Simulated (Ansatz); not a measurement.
# Ga5BiPd, from a guessed structure to a relaxed one, part 2 of 2

Starting from a made-up structure for Ga5BiPd, the aim is the relaxed cell, its shortest contacts and, where a second run follows, its electronic structure.

Ansatz 0.2.0; DFT, PBE, plane-wave PAW, files of the set soft_1, scalar-relativistic, no spin, cell and ions relaxed at zero pressure; PAW set soft_1 (the session's first sound run).

So far: Starting point; Relaxing cell and atoms. The relaxed cell has a = 4.303, c = 7.985 Å (conventional setting).

### 3. Electronic structure of the relaxed cell

A second self-consistent run takes a narrower smearing and the mesh shown in its input; the bands follow along the standard path of the relaxed lattice.

This step: DFT, PBE, plane-wave PAW, files of the set soft_1, scalar-relativistic, no spin, bands and density of states at the relaxed cell; PAW set soft_1 (Ansatz 0.2.0).

The input, input.yaml:

```yaml
crystal:
  lattice:
    - [4.3026273647, 0.0, 0.0]
    - [0.0, 4.3026273647, 0.0]
    - [0.0, 0.0, 7.984805842]
  atoms:
    - { symbol: Bi, position: [0.0, 0.0, 0.0] }
    - { symbol: Pd, position: [0.0, 0.0, 0.5] }
    - { symbol: Ga, position: [0.0, 0.5, 0.3065635711] }
    - { symbol: Ga, position: [0.5, 0.0, 0.3065635711] }
    - { symbol: Ga, position: [0.0, 0.5, 0.6934364289] }
    - { symbol: Ga, position: [0.5, 0.0, 0.6934364289] }
    - { symbol: Ga, position: [0.5, 0.5, 0.0] }
kpoints:
  mp_grid: { grid: [8, 8, 4] }
  band_path:
    path:
      - [[0.0, 0.0, 0.0], [0.0, 0.5, 0.0], [0.5, 0.5, 0.0], [0.0, 0.0, 0.0], [0.0, 0.0, 0.5], [0.0, 0.5, 0.5], [0.5, 0.5, 0.5], [0.0, 0.0, 0.5]]
      - [[0.0, 0.5, 0.0], [0.0, 0.5, 0.5]]
      - [[0.5, 0.5, 0.0], [0.5, 0.5, 0.5]]
    npoints: 8
scf:
  occupations: { method: fermi_dirac, width: 0.03 }
  n_extra_bands: 11
hamiltonian:
  xc: pbe
  pseudopotentials: { kind: paw, azcp: { folder: soft_1 } }
output:
  forces: true
  stress: true
  write_bands: true
  dos: { projected: true }
  write_density: true
  write_potential: true
  elf: true
  volumetric_format: npy
```

On the command line:

```console
$ ansatz run input.yaml --threads 4 --pin off --max-ram 10240MiB --backend cpu --events-out ev --progress --plain --runs-dir out
```

Numbers of over 12 decimals in the logs are rounded to 6 here.

Output:

```text
[...]
Crystal: 7 atoms, lattice volume = 147.820 Å³
Basis set: ecut = 420 eV, 2875 PW (Γ), exchange–correlation on 60×60×108 points (8 copies of the dense FFT grid, shifted against one another)
Bands: 60, of which v1, the nominal top of the filled ones, is band 49 counted from 1 (48 counted from 0)
Symmetry: 16 space group operations
[...]
k-points: 45 of 256
[...]
SCF iter   1: F=—  HF=-38297.960781 eV  |F-HF|=—  |Δ(HF+E_count)|=         —  Δρ=2.24e-1  dr2=1.61e2  ethr=3.10e-3  ⟨swp⟩=6.0  Hψ=9037  notcnv=0  defer=2
[...]
SCF iter  12: F=-38287.716319 eV  HF=-38287.716319 eV  |F-HF|=2.18e-8  |Δ(HF+E_count)|=   1.39e-8  Δρ=5.47e-6  dr2=8.33e-8  ethr=1.02e-10  ⟨swp⟩=14.6  Hψ=19762  notcnv=0
SCF 1 converged in 12 iterations: F = -38287.716319 eV  dr2 = 8.33e-8
[...]
NSCF: frozen V_eff on 75 k-points
SCF converged after 12 iterations
Free energy (F): -38287.716319 eV
[...]
Internal energy: -38287.706310 eV  (E = F + TS)
E sigma→0 (E₀):  -38287.711315 eV
Entropy (-TS):   -0.010009 eV (-1.430 meV/atom)
Fermi energy:    10.409440 eV
[...]
--- Forces (eV/Å), atoms counted from 1 ---
  atom   1  Bi     0.00000000    -0.00000000     0.00000000
  atom   2  Pd    -0.00000000    -0.00000000     0.00000000
  atom   3  Ga     0.00000000     0.00000000    -0.00210196
  atom   4  Ga     0.00000000     0.00000000    -0.00210196
  atom   5  Ga     0.00000000     0.00000000     0.00210196
  atom   6  Ga     0.00000000     0.00000000     0.00210196
  atom   7  Ga     0.00000000    -0.00000000     0.00000000
  max |Σ_I F_I| component: 9.66e-30 eV/Å
--- Stress (GPa, compression-positive) ---
        0.091603       0.000000       0.000000
        0.000000       0.091603       0.000000
        0.000000       0.000000      -0.636752
  P = ⅓ Tr σ = -0.1512 GPa (-1.512 kbar)
--- Band table (eV; the first three rows and the last of 45) ---
  k-point 0: bands = [... 45 lower, 9.1661, 9.4291, 9.6229, 10.8964, 10.8964, 11.0479, 12.0438, 12.0438, ... 7 higher]
  k-point 1: bands = [... 45 lower, 8.5172, 8.9779, 9.8359, 10.2024, 10.2024, 11.9155, 12.8290, 12.8290, ... 7 higher]
  k-point 2: bands = [... 45 lower, 8.6210, 8.8569, 9.6167, 9.6167, 9.9804, 12.1088, 13.4812, 13.4812, ... 7 higher]
  k-point 44: bands = [... 45 lower, 7.8673, 8.6987, 8.8565, 10.2250, 10.2899, 10.2899, 10.4478, 10.4478, ... 7 higher]
```

Wall time 24 s (4 threads of Arm Neoverse N1, shared host); peak memory 0.86 GiB; 95 s of CPU time.

The column dr2 measures how far the density is from self-consistency, as an energy; F and HF (Harris–Foulkes) agree once it is small.

Numbers from this step:

| Property | Result |
| --- | --- |
| free energy | -38287.7163 eV |
| energy at zero smearing | -38287.7113 eV |
| smearing term TS | 0.01001 eV |
| Fermi energy | 10.41 eV |
| pressure | -0.1512 GPa |

From bands.tsv, the bands that come nearest the Fermi level along the path, at its corners, in eV from the Fermi level:

```tsv
point	band 46	band 47	band 48	band 49	band 50	band 51	band 52	band 53
Γ	-1.24	-0.98	-0.79	0.49	0.49	0.64	1.63	1.63
X	-0.65	-0.37	0.25	0.35	1.02	1.97	2.21	2.48
M	-3.09	-2.48	-2.39	-1.80	-1.80	-0.30	2.47	2.90
Γ	-1.24	-0.98	-0.79	0.49	0.49	0.64	1.63	1.63
Z	-1.79	-1.55	-0.79	-0.79	-0.43	1.70	3.07	3.07
R	-1.32	-1.24	-0.21	0.74	0.85	1.02	1.06	1.94
A	-2.54	-1.71	-1.55	-0.18	-0.12	-0.12	0.04	0.04
Z	-1.79	-1.55	-0.79	-0.79	-0.43	1.70	3.07	3.07
X	-0.65	-0.37	0.25	0.35	1.02	1.97	2.21	2.48
R	-1.32	-1.24	-0.21	0.74	0.85	1.02	1.06	1.94
M	-3.09	-2.48	-2.39	-1.80	-1.80	-0.30	2.47	2.90
A	-2.54	-1.71	-1.55	-0.18	-0.12	-0.12	0.04	0.04
```

States per cell as run, both spins, in windows of 1 eV, from dos.tsv (zero at the Fermi level):

```csv
from,to,total
-8,-7,2.04
-7,-6,2.20
-6,-5,3.25
-5,-4,2.12
-4,-3,6.37
-3,-2,4.12
-2,-1,3.41
-1,0,3.39
0,1,3.18
1,2,3.22
2,3,3.60
3,4,3.01
```

Below -8 eV lie 70.8 more states.

Electrostatic potential energy in the ac plane at fractional y = 0.000, with atoms of Bi and Pd and Ga within 0.2 Å of it. With pseudopotentials it is smooth inside the atoms' cores, unlike the true potential.

Ten even steps from '_' (-48 eV) to '@' (41 eV), each cell a mean:
```
____..==************++--..__
....--++**************==::..
--==++****************++==--
****************************
**********++++++++++********
********++++##%%**++********
********++##@@@@@@**++******
********++##@@@@@@**++******
++******++**##%%##++++******
::--++****++++++++++****==--
__..--++**************++::__
____::++**************==..__
____::++**************==..__
..::==****++++++++****++--::
==++****++++******++****++++
********++##@@@@%%**++******
********++##@@@@@@**++******
********++**%%@@%%++++******
**********++++++++++********
************++++************
==++********************++++
..::==++**************++--::
____::==************++==..__
____..==************++--____
```
Columns run along a (4.3 Å; values clipped at the 3rd and 97th percentile), rows up along c (8.0 Å). Atoms in or near the plane, at fractional coordinates: Bi at (0.00, 0.00), Pd at (0.00, 0.50), Ga at (0.50, 0.31), Ga at (0.50, 0.69).

Valence density in the ac plane at fractional y = 0.000, with atoms of Bi and Pd and Ga within 0.2 Å of it. It is the smooth field of the valence electrons, not physical close to the nuclei.

Ten steps, logarithmic in the rise over the least value, from '0' (0 e/Å³) to '9' (37 e/Å³), each cell a mean:
```
65420000001246
54210000000134
22100000000112
00000000000000
00000111100000
00001245310000
00001489731000
00001489731000
11101356421011
44211111111134
76420000001256
87520000001367
76420000001257
55311111111145
22111233211112
00001478621000
00001589731000
00001367521000
00000122210000
00000000000000
11000000000011
43210000000123
55310000001245
66420000001356
```
Columns run along a (4.3 Å), rows up along c (8.0 Å). Atoms in or near the plane, at fractional coordinates: Bi at (0.00, 0.00), Pd at (0.00, 0.50), Ga at (0.50, 0.31), Ga at (0.50, 0.69).

ELF in the ac plane at fractional y = 0.000, with atoms of Bi and Pd and Ga within 0.2 Å of it. It is the smooth field of the valence electrons, not physical close to the nuclei.

Ten even steps from '_' (0.04) to '@' (0.45), each cell a mean:
```
::--##@@##==::..::**%%@@++::
++**%%%%##==--::--++##@@%%**
@@@@%%##**++++++++++**%%%%@@
####**++************++++**##
----==++******++******==----
..::--****++--::--****++--..
::::++****::______==****==::
----++****::__..__==****==--
++++++****++::..--++****==++
@@@@**++****++++******++##@@
##%%%%**++****++****++**%%##
==**@@**++++++++++++++%%%%++
++##@@**++**********++##%%**
@@@@##++******++******++%%@@
%%**++****++==--==****++++##
--==++****--____..++****==--
::--++****::__::__==****==--
..::==****==..__..++****--::
::::--++****++==++****++--::
**++++++**************++++++
%%%%##**++++******++**##%%%%
##%%@@%%**==------++##%%%%##
::==%%%%##==::..::++%%@@**--
--::**@@%%==::..::**%%%%==::
```
Columns run along a (4.3 Å), rows up along c (8.0 Å). Atoms in or near the plane, at fractional coordinates: Bi at (0.00, 0.00), Pd at (0.00, 0.50), Ga at (0.50, 0.31), Ga at (0.50, 0.69).

### 4. Summary of results

* space group, relaxed: P4/mmm
* conventional cell: a = 4.303, b = 4.303, c = 7.985 Å; α = 90.0°, β = 90.0°, γ = 90.0°
* volume per atom: 21.12 Å³ (guess 17.96)

What this shows: Ga5BiPd relaxes to P4/mmm with a = 4.303, b = 4.303 and c = 7.985 Å. The guessed volume was 15 % too small. The space group P4/mmm was held in the relaxation, so the end point is a stationary structure within it and may be a saddle against distortions or other arrangements. Bands cross the Fermi level, so it is a metal or semimetal at this level. On the 8×8×4 mesh with the narrower smearing (relaxed on 6×6×4) the largest force component is 0.002 eV/Å and the largest stress component is 0.637 GPa, against the relaxation's thresholds of 0.015 eV/Å and 0.05 GPa. The cutoff wasn't tested. A vector of the cell changed its length by 13 %, more than the volume shows. Spin-orbit coupling is left out, which can matter for elements this heavy. No dispersion term is used, so weakly bound directions may come out too long. The runs have no spin, and magnetism wasn't tested. Nothing here tests whether the compound is stable against decomposition.

[Logs are printed without paths, hosts, clocks, repeated set-up lines and the standing remarks that a program may print on its own settings, such as how far it seeks lower states.]

[Hosts, paths, dates, database ids (printed as entryN), source tags and the programs' standing remarks are cut or masked in the printed files.]
